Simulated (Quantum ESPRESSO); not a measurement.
# BaZrO3 (Pm-3m): modes at Γ and the response to a field, part 2 of 3

Aim: the zone-centre modes of BaZrO3 (Pm-3m).

Quantum ESPRESSO 7.5; DFT LDA, scalar-relativistic, plane waves, PseudoDojo norm-conserving pseudopotentials.

So far. Step 2 (A probe with smearing): A gap of 3.1 eV opens on this mesh, so the crystal is taken as an insulator; the start stands at -4.9 GPa. Step 4 (Self-consistent run for the response): The cell stands at 0.001 GPa, close enough for phonons. The relaxed cell has a = 4.150 Å (conventional setting).

## (5) Zone-centre response

At q = 0 one unit cell holds all displacements; symmetry groups them into irreducible representations that are solved one by one. The response to a field gives ε∞ and the Born charges, which polar modes need.

ph.in

```
phonons
&inputph
   prefix = 'x'
   outdir = './tmp'
   fildyn = 'g.dyn'
   tr2_ph = 1.0d-18
   epsil = .true.
/
0.000000000000 0.000000000000 0.000000000000
```

Launch:

```
> OMP_NUM_THREADS=1 mpirun -n 4 ph.x -nk 4 -in ph.in > ph.out
```

The log of the run:

```text
[banners, grids, parts of the stress and lines that vanish by symmetry left out]
[banner, memory and clock lines left out]
Program PHONON v.7.5

     ./tmp/x.save/

     IMPORTANT: XC functional enforced from input :
     Exchange-correlation= PW
                           (   1   4   0   0   0   0   0)
     Any further DFT definition will be discarded
     Please, verify this is what you really want

     G-vector sticks info

     Reading collected, re-writing distributed wavefunctions in ./tmp/

     Number and degeneracy of irreps per q-point
       N         xq(1)         xq(2)         xq(3)   N irreps
       1   0.000000000   0.000000000   0.000000000       5
        3   3   3   3   3

     Calculation of q =    0.0000000   0.0000000   0.0000000

     phonons

     bravais-lattice index     =            1
     lattice parameter (alat)  =       7.8417  a.u.
     unit-cell volume          =     482.2053 (a.u.)^3
     number of atoms/cell      =            5
     number of atomic types    =            3
     kinetic-energy cut-off    =      92.0000  Ry
     charge density cut-off    =     368.0000  Ry
     convergence threshold     =      1.0E-18
     beta                      =       0.7000
     number of iterations used =            4
     Exchange-correlation= PW
                           (   1   4   0   0   0   0   0)

     celldm(1)=    7.84171  celldm(2)=    0.00000  celldm(3)=    0.00000
     celldm(4)=    0.00000  celldm(5)=    0.00000  celldm(6)=    0.00000

     crystal axes: (cart. coord. in units of alat)
               a(1) = (  1.0000  0.0000  0.0000 )
               a(2) = (  0.0000  1.0000  0.0000 )
               a(3) = (  0.0000  0.0000  1.0000 )

     reciprocal axes: (cart. coord. in units 2 pi/alat)
               b(1) = (  1.0000  0.0000  0.0000 )
               b(2) = (  0.0000  1.0000  0.0000 )
               b(3) = (  0.0000  0.0000  1.0000 )

     Atoms inside the unit cell:

     Cartesian axes

     site n.  atom      mass           positions (alat units)
        1  Ba    137.3270   tau(    1) = (    0.00000    0.00000    0.00000  )
        2  Zr     91.2240   tau(    2) = (    0.50000    0.50000    0.50000  )
        3  O      15.9990   tau(    3) = (    0.00000    0.50000    0.50000  )
        4  O      15.9990   tau(    4) = (    0.50000    0.00000    0.50000  )
        5  O      15.9990   tau(    5) = (    0.50000    0.50000    0.00000  )

     Computing dynamical matrix for
                    q = (   0.0000000   0.0000000   0.0000000 )

     49 Sym.Ops. (with q -> -q+G )

     G cutoff =  573.2043  (  57555 G-vectors)     FFT grid: ( 48, 48, 48)
     number of k points=    35
                       cart. coord. in units 2pi/alat
        k(    1) = (   0.0000000   0.0000000   0.0000000), wk =   0.0039062
        k(    2) = (   0.0000000   0.0000000   0.1250000), wk =   0.0234375
        k(    3) = (   0.0000000   0.0000000   0.2500000), wk =   0.0234375
        [... further k-points left out ...]

     PseudoPot. # 1 for Ba read from file:
     ./pseudo/Ba.upf
     Pseudo is Norm-conserving + core correction, Zval = 10.0

     PseudoPot. # 2 for Zr read from file:
     ./pseudo/Zr.upf
     Pseudo is Norm-conserving + core correction, Zval = 12.0

     PseudoPot. # 3 for O  read from file:
     ./pseudo/O.upf
     Pseudo is Norm-conserving + core correction, Zval =  6.0

     Mode symmetry, O_h (m-3m)  point group:

     Electric field:
     Dielectric constant
     Born effective charges as d Force / d E

     Atomic displacements:
     There are    5 irreducible representations

     Representation     1      3 modes -  To be done

     Representation     2      3 modes -  To be done

     Representation     3      3 modes -  To be done

     Representation     4      3 modes -  To be done

     Representation     5      3 modes -  To be done

     Alpha used in Ewald sum =   2.8000

     Electric Fields Calculation

      iter #   1   av.it.:   7.8
      thresh= 1.000E-02 alpha_mix =  0.700 |ddv_scf|^2 =  2.765E-08

      [... iterations left out ...]
      iter #   9   av.it.:  14.7
      thresh= 1.699E-10 alpha_mix =  0.700 |ddv_scf|^2 =  1.191E-19

     End of electric fields calculation

          Dielectric constant in cartesian axis

          (       4.893793923       0.000000000       0.000000000 )
          (       0.000000000       4.893793923       0.000000000 )
          (       0.000000000       0.000000000       4.893793923 )

          Effective charges (d Force / dE) in cartesian axis without acoustic sum rule applied (asr)

           atom    1  Ba    Mean Z*:        2.73524
      Ex  (        2.73524        0.00000        0.00000 )
      Ey  (        0.00000        2.73524        0.00000 )
      Ez  (        0.00000        0.00000        2.73524 )
           atom    2  Zr    Mean Z*:        6.11050
      Ex  (        6.11050        0.00000        0.00000 )
      Ey  (        0.00000        6.11050        0.00000 )
      Ez  (        0.00000        0.00000        6.11050 )
           atom    3  O     Mean Z*:       -2.94879
      Ex  (       -4.79580        0.00000        0.00000 )
      Ey  (        0.00000       -2.02529        0.00000 )
      Ez  (        0.00000        0.00000       -2.02529 )
           atom    4  O     Mean Z*:       -2.94879
      Ex  (       -2.02529        0.00000        0.00000 )
      Ey  (        0.00000       -4.79580        0.00000 )
      Ez  (        0.00000        0.00000       -2.02529 )
           atom    5  O     Mean Z*:       -2.94879
      Ex  (       -2.02529        0.00000        0.00000 )
      Ey  (        0.00000       -2.02529        0.00000 )
      Ez  (        0.00000        0.00000       -4.79580 )

          Effective charges Sum: Mean:       -0.00063
             -0.00063        0.00000        0.00000
              0.00000       -0.00063        0.00000
              0.00000        0.00000       -0.00063

          Effective charges (d Force / dE) in cartesian axis with asr applied:
           atom    1  Ba    Mean Z*:        2.73537
      E*x (        2.73537        0.00000        0.00000 )
      E*y (        0.00000        2.73537        0.00000 )
      E*z (        0.00000        0.00000        2.73537 )
           atom    2  Zr    Mean Z*:        6.11063
      E*x (        6.11063        0.00000        0.00000 )
      E*y (        0.00000        6.11063        0.00000 )
      E*z (        0.00000        0.00000        6.11063 )
           atom    3  O     Mean Z*:       -2.94866
      E*x (       -4.79567        0.00000        0.00000 )
      E*y (        0.00000       -2.02516        0.00000 )
      E*z (        0.00000        0.00000       -2.02516 )
           atom    4  O     Mean Z*:       -2.94866
      E*x (       -2.02516        0.00000        0.00000 )
      E*y (        0.00000       -4.79567        0.00000 )
      E*z (        0.00000        0.00000       -2.02516 )
           atom    5  O     Mean Z*:       -2.94866
      E*x (       -2.02516        0.00000        0.00000 )
      E*y (        0.00000       -2.02516        0.00000 )
      E*z (        0.00000        0.00000       -4.79567 )

     Representation #   1 modes #   1   2   3

     Self-consistent Calculation

      iter #   1   av.it.:   7.6
      thresh= 1.000E-02 alpha_mix =  0.700 |ddv_scf|^2 =  4.699E-07

      [... iterations left out ...]
      iter #   8   av.it.:  14.8
      thresh= 1.644E-09 alpha_mix =  0.700 |ddv_scf|^2 =  9.225E-19

     End of self-consistent calculation

     Convergence has been achieved

     Representation #   2 modes #   4   5   6

     Self-consistent Calculation

      iter #   1   av.it.:   8.3
      thresh= 1.000E-02 alpha_mix =  0.700 |ddv_scf|^2 =  8.771E-07

      [... iterations left out ...]
      iter #   9   av.it.:  14.3
      thresh= 2.415E-10 alpha_mix =  0.700 |ddv_scf|^2 =  4.531E-20

     End of self-consistent calculation

     Convergence has been achieved

     Representation #   3 modes #   7   8   9

     Self-consistent Calculation

      iter #   1   av.it.:   6.7
      thresh= 1.000E-02 alpha_mix =  0.700 |ddv_scf|^2 =  2.353E-07

      [... iterations left out ...]
      iter #   9   av.it.:  14.4
      thresh= 1.223E-10 alpha_mix =  0.700 |ddv_scf|^2 =  2.265E-20

     End of self-consistent calculation

     Convergence has been achieved

     Representation #   4 modes #  10  11  12

     Self-consistent Calculation

      iter #   1   av.it.:   7.6
      thresh= 1.000E-02 alpha_mix =  0.700 |ddv_scf|^2 =  5.412E-07

      [... iterations left out ...]
      iter #   8   av.it.:  14.9
      thresh= 1.286E-09 alpha_mix =  0.700 |ddv_scf|^2 =  5.385E-19

     End of self-consistent calculation

     Convergence has been achieved

     Representation #   5 modes #  13  14  15

     Self-consistent Calculation

      iter #   1   av.it.:   7.3
      thresh= 1.000E-02 alpha_mix =  0.700 |ddv_scf|^2 =  1.866E-07

      [... iterations left out ...]
      iter #   7   av.it.:  15.2
      thresh= 1.821E-10 alpha_mix =  0.700 |ddv_scf|^2 =  6.756E-20

     End of self-consistent calculation

     Convergence has been achieved

     Number of q in the star =    1
     List of q in the star:
          1   0.000000000   0.000000000   0.000000000

          Dielectric constant in cartesian axis

          (       4.893793923       0.000000000       0.000000000 )
          (       0.000000000       4.893793923       0.000000000 )
          (       0.000000000       0.000000000       4.893793923 )

          Effective charges (d Force / dE) in cartesian axis without acoustic sum rule applied (asr)

           atom    1  Ba    Mean Z*:        2.73524
      Ex  (        2.73524        0.00000        0.00000 )
      Ey  (        0.00000        2.73524        0.00000 )
      Ez  (        0.00000        0.00000        2.73524 )
           atom    2  Zr    Mean Z*:        6.11050
      Ex  (        6.11050        0.00000        0.00000 )
      Ey  (        0.00000        6.11050        0.00000 )
      Ez  (        0.00000        0.00000        6.11050 )
           atom    3  O     Mean Z*:       -2.94879
      Ex  (       -4.79580        0.00000        0.00000 )
      Ey  (        0.00000       -2.02529        0.00000 )
      Ez  (        0.00000        0.00000       -2.02529 )
           atom    4  O     Mean Z*:       -2.94879
      Ex  (       -2.02529        0.00000        0.00000 )
      Ey  (        0.00000       -4.79580        0.00000 )
      Ez  (        0.00000        0.00000       -2.02529 )
           atom    5  O     Mean Z*:       -2.94879
      Ex  (       -2.02529        0.00000        0.00000 )
      Ey  (        0.00000       -2.02529        0.00000 )
      Ez  (        0.00000        0.00000       -4.79580 )

          Effective charges Sum: Mean:       -0.00063
             -0.00063        0.00000        0.00000
              0.00000       -0.00063        0.00000
              0.00000        0.00000       -0.00063

          Effective charges (d Force / dE) in cartesian axis with asr applied:
           atom    1  Ba    Mean Z*:        2.73537
      E*x (        2.73537        0.00000        0.00000 )
      E*y (        0.00000        2.73537        0.00000 )
      E*z (        0.00000        0.00000        2.73537 )
           atom    2  Zr    Mean Z*:        6.11063
      E*x (        6.11063        0.00000        0.00000 )
      E*y (        0.00000        6.11063        0.00000 )
      E*z (        0.00000        0.00000        6.11063 )
           atom    3  O     Mean Z*:       -2.94866
      E*x (       -4.79567        0.00000        0.00000 )
      E*y (        0.00000       -2.02516        0.00000 )
      E*z (        0.00000        0.00000       -2.02516 )
           atom    4  O     Mean Z*:       -2.94866
      E*x (       -2.02516        0.00000        0.00000 )
      E*y (        0.00000       -4.79567        0.00000 )
      E*z (        0.00000        0.00000       -2.02516 )
           atom    5  O     Mean Z*:       -2.94866
      E*x (       -2.02516        0.00000        0.00000 )
      E*y (        0.00000       -2.02516        0.00000 )
      E*z (        0.00000        0.00000       -4.79567 )

     Diagonalizing the dynamical matrix

     q = (    0.000000000   0.000000000   0.000000000 )

 **************************************************************************
     freq (    1) =      -0.071939 [THz] =      -2.399613 [cm-1]
     freq (    2) =      -0.071939 [THz] =      -2.399613 [cm-1]
     freq (    3) =      -0.071939 [THz] =      -2.399613 [cm-1]
     freq (    4) =       2.923539 [THz] =      97.518762 [cm-1]
     freq (    5) =       2.923539 [THz] =      97.518762 [cm-1]
     freq (    6) =       2.923539 [THz] =      97.518762 [cm-1]
     freq (    7) =       5.184903 [THz] =     172.949753 [cm-1]
     freq (    8) =       5.184903 [THz] =     172.949753 [cm-1]
     freq (    9) =       5.184903 [THz] =     172.949753 [cm-1]
     freq (   10) =       5.837667 [THz] =     194.723608 [cm-1]
     freq (   11) =       5.837667 [THz] =     194.723608 [cm-1]
     freq (   12) =       5.837667 [THz] =     194.723608 [cm-1]
     freq (   13) =      15.724165 [THz] =     524.501695 [cm-1]
     freq (   14) =      15.724165 [THz] =     524.501695 [cm-1]
     freq (   15) =      15.724165 [THz] =     524.501695 [cm-1]
 **************************************************************************

     Mode symmetry, O_h (m-3m)  point group:

     freq (   1-   3) =         -2.4  [cm-1]   --> T_1u G_15  G_4- I
     freq (   4-   6) =         97.5  [cm-1]   --> T_1u G_15  G_4- I
     freq (   7-   9) =        172.9  [cm-1]   --> T_2u G_25  G_5-
     freq (  10-  12) =        194.7  [cm-1]   --> T_1u G_15  G_4- I
     freq (  13-  15) =        524.5  [cm-1]   --> T_1u G_15  G_4- I
```

It took 16 min on 4 MPI ranks of AMD EPYC 7R43, shared host; 64 min of CPU time.

Numbers from this step:

```yaml
miss_of_the_charge_sum_rule: 6.40e-4 e
largest_acoustic_frequency_at_the_zone_centre_before_the_sum_rule: -2.4 cm⁻¹
highest_optical_zone_centre_mode_no_lo_to_term: 524.5 cm⁻¹
lowest_optical_zone_centre_mode: 97.52 cm⁻¹
mean_high_frequency_dielectric_constant: 4.894
largest_born_charge_in_size_third_of_the_trace: 6.111 e
```

Born charge (rows field, columns displacement), before the sum rule (e), principal values of the symmetric part by kind of site:

| atom | atoms with these values | low | middle | high | mean |
| --- | --- | --- | --- | --- | --- |
| Ba1 | 1 | 2.74 | 2.74 | 2.74 | 2.74 |
| Zr2 | 1 | 6.11 | 6.11 | 6.11 | 6.11 |
| O3 | 3 | -4.80 | -2.03 | -2.03 | -2.95 |

In full for O3:

```
-4.80  0.00  0.00
 0.00 -2.03  0.00
 0.00  0.00 -2.03
```

High-frequency dielectric tensor:

```
4.89 0.00 0.00
0.00 4.89 0.00
0.00 0.00 4.89
```

The acoustic modes at Γ come out as far as 2.4 cm⁻¹ from zero, where they should vanish, a small numerical error; the Born charges miss their sum rule by 6.4e-4 e, which is good.

## (6) Zone-centre analysis

A rigid shift of the crystal must cost nothing, but grids and finite bases break this; the acoustic sum rule is imposed before the matrix is diagonalised again. With Born charges the intensities follow, and the static dielectric tensor.

dynmat.in

```
&input
   fildyn = 'g.dyn'
   asr = 'simple'
   fileig = 'dynmat.eig'
   lperm = .true.
/
```

Launch:

```
> dynmat.x -in dynmat.in > dynmat.out
```

The log of the run:

```text
[banner, memory and clock lines left out]
Program DYNMAT v.7.5

     Reading Dynamical Matrix from file g.dyn
     ...Force constants read
     ...epsilon and Z* read
     A direction for q was not specified:TO-LO splitting will be absent

     Polarizability (A^3 units)
     multiply by 0.435174 for Clausius-Mossotti correction
        22.141065    0.000000    0.000000
         0.000000   22.141065    0.000000
         0.000000    0.000000   22.141065

     IR activities are in (D/A)^2/amu units

# mode   [cm-1]    [THz]      IR
    1     -0.00   -0.0000    0.0000
    2      0.00    0.0000    0.0000
    3      0.00    0.0000    0.0000
    4     97.63    2.9268   12.7586
    5     97.63    2.9268   12.7586
    6     97.63    2.9268   12.7586
    7    173.09    5.1890    0.0000
    8    173.09    5.1890    0.0000
    9    173.09    5.1890    0.0000
   10    194.76    5.8388   20.8311
   11    194.76    5.8388   20.8311
   12    194.76    5.8388   20.8311
   13    524.54   15.7252   22.1037
   14    524.54   15.7252   22.1037
   15    524.54   15.7252   22.1037

Electronic dielectric permittivity tensor (relative, adimensional)
         4.893794    0.000000    0.000000
         0.000000    4.893794    0.000000
         0.000000    0.000000    4.893794

 ... with zone-center polar mode contributions
        63.638260   -0.000000   -0.000000
        -0.000000   63.638260    0.000000
        -0.000000    0.000000   63.638260

[end of the log left out, with the tail of the file of modes that dynmat.x writes under the same name]
```

It took 0.73 s on 1 thread.

Read from the output:

```yaml
lowest_optical_zone_centre_mode: 97.63 cm⁻¹
mean_static_dielectric_constant: 63.64
```

Unit eigenvectors of the mass-weighted matrix after the sum rule; no LO-TO term. The modes at Γ (shares of kinetic energy by element, %):

| mode | frequency (cm⁻¹) | symmetry | Ba % | Zr % | O % |
| --- | --- | --- | --- | --- | --- |
| 1 | 0.0 | acoustic | 50 | 33 | 17 |
| 2 | 0.0 | acoustic | 50 | 33 | 17 |
| 3 | 0.0 | acoustic | 50 | 33 | 17 |
| 4 | 97.6 | T1u | 42 | 9 | 49 |
| 5 | 97.6 | T1u | 42 | 9 | 49 |
| 6 | 97.6 | T1u | 42 | 9 | 49 |
| 7 | 173.1 | T2u | 0 | 0 | 100 |
| 8 | 173.1 | T2u | 0 | 0 | 100 |
| 9 | 173.1 | T2u | 0 | 0 | 100 |
| 10 | 194.8 | T1u | 8 | 56 | 36 |
| 11 | 194.8 | T1u | 8 | 56 | 36 |
| 12 | 194.8 | T1u | 8 | 56 | 36 |
| 13 | 524.5 | T1u | 0 | 2 | 97 |
| 14 | 524.5 | T1u | 0 | 2 | 97 |
| 15 | 524.5 | T1u | 0 | 2 | 97 |

Displacements in mode 4 (97.6 cm⁻¹), the largest set to 1:
```
Ba1  0.00  0.01  0.48
Zr2  0.00 -0.01 -0.27
O3   0.00 -0.03 -1.00
O4   0.00 -0.02 -1.00
O5   0.00 -0.03 -0.59
```

Displacements in mode 12 (194.8 cm⁻¹), the largest set to 1:
```
Ba1 -0.23  0.01 -0.02
Zr2  0.74 -0.03  0.06
O3  -0.23  0.04 -0.08
O4  -1.00  0.01 -0.08
O5  -1.00  0.04 -0.02
```

Degenerate modes summed, no LO-TO term. Lines of the infrared spectrum (strongest = 100):

| position (cm⁻¹) | lines merged | label | IR intensity, relative |
| --- | --- | --- | --- |
| 98 | 3 | T1u | 58 |
| 173 | 3 | T2u | 0.0 |
| 195 | 3 | T1u | 94 |
| 525 | 3 | T1u | 100 |

Static dielectric tensor (ions relaxed, fixed cell):

```
63.64  0.00  0.00
 0.00 63.64  0.00
 0.00  0.00 63.64
```

The rule moves no optical mode by more than 0.2 cm⁻¹.

## (7) Sum rules set otherwise: a sum rule for molecules or wires on a crystal

This rule also removes rotations, which suits molecules and not a crystal; it is tried to see the harm.

dynmat.in

```
&input
   fildyn = 'g.dyn'
   asr = 'zero-dim'
   fileig = 'dynmat.eig'
   lperm = .true.
/
```

Launch:

```
> dynmat.x -in dynmat.in > dynmat.out
```

The log of the run:

```text
[banner, memory and clock lines left out]
Program DYNMAT v.7.5

     Reading Dynamical Matrix from file g.dyn
     ...Force constants read
     ...epsilon and Z* read
     Acoustic Sum Rule: || Z*(ASR) - Z*(orig)|| =    1.078879E+00
     Acoustic Sum Rule: ||dyn(ASR) - dyn(orig)||=    2.717083E-01
     A direction for q was not specified:TO-LO splitting will be absent

     Polarizability (A^3 units)
     multiply by 0.435174 for Clausius-Mossotti correction
        22.141065    0.000000    0.000000
         0.000000   22.141065    0.000000
         0.000000    0.000000   22.141065

     IR activities are in (D/A)^2/amu units

# mode   [cm-1]    [THz]      IR
    1     -0.00   -0.0000    0.0000
    2     -0.00   -0.0000    0.0000
    3     -0.00   -0.0000    0.0000
    4     -0.00   -0.0000    0.0000
    5      0.00    0.0000    0.0000
    6      0.00    0.0000    0.0000
    7     97.62    2.9264   12.7638
    8    128.03    3.8383   24.5961
    9    128.03    3.8383   24.5961
   10    194.75    5.8385   20.8232
   11    220.83    6.6204    6.0063
   12    220.83    6.6204    6.0063
   13    476.91   14.2976   22.4794
   14    476.91   14.2976   22.4794
   15    524.50   15.7242   22.1064

Electronic dielectric permittivity tensor (relative, adimensional)
         4.893794    0.000000    0.000000
         0.000000    4.893794    0.000000
         0.000000    0.000000    4.893794

 ... with zone-center polar mode contributions
        58.758357    2.451380    2.451380
         2.451380   58.758357    2.451380
         2.451380    2.451380   58.758357

[end of the log left out, with the tail of the file of modes that dynmat.x writes under the same name]
```

Wall time 0.7 s (1 thread).

The program raised no error, yet the settings are not those of a careful run.

The fault: a sum rule for molecules or wires on a crystal; 3 optical modes are projected out to zero frequency, as if they were rotations, and the static dielectric tensor is spoilt.

For a crystal the rule has to be 'simple' or 'crystal'.

[end of part 2 of 3]

[Host names and launcher messages were left out of these logs when they were recorded.]

[Logs are printed without paths, hosts, clocks, repeated set-up lines and the standing remarks that a program may print on its own settings, such as how far it seeks lower states.]

[Hosts, paths, dates, database ids (printed as entryN), source tags and the programs' standing remarks are cut or masked in the printed files.]
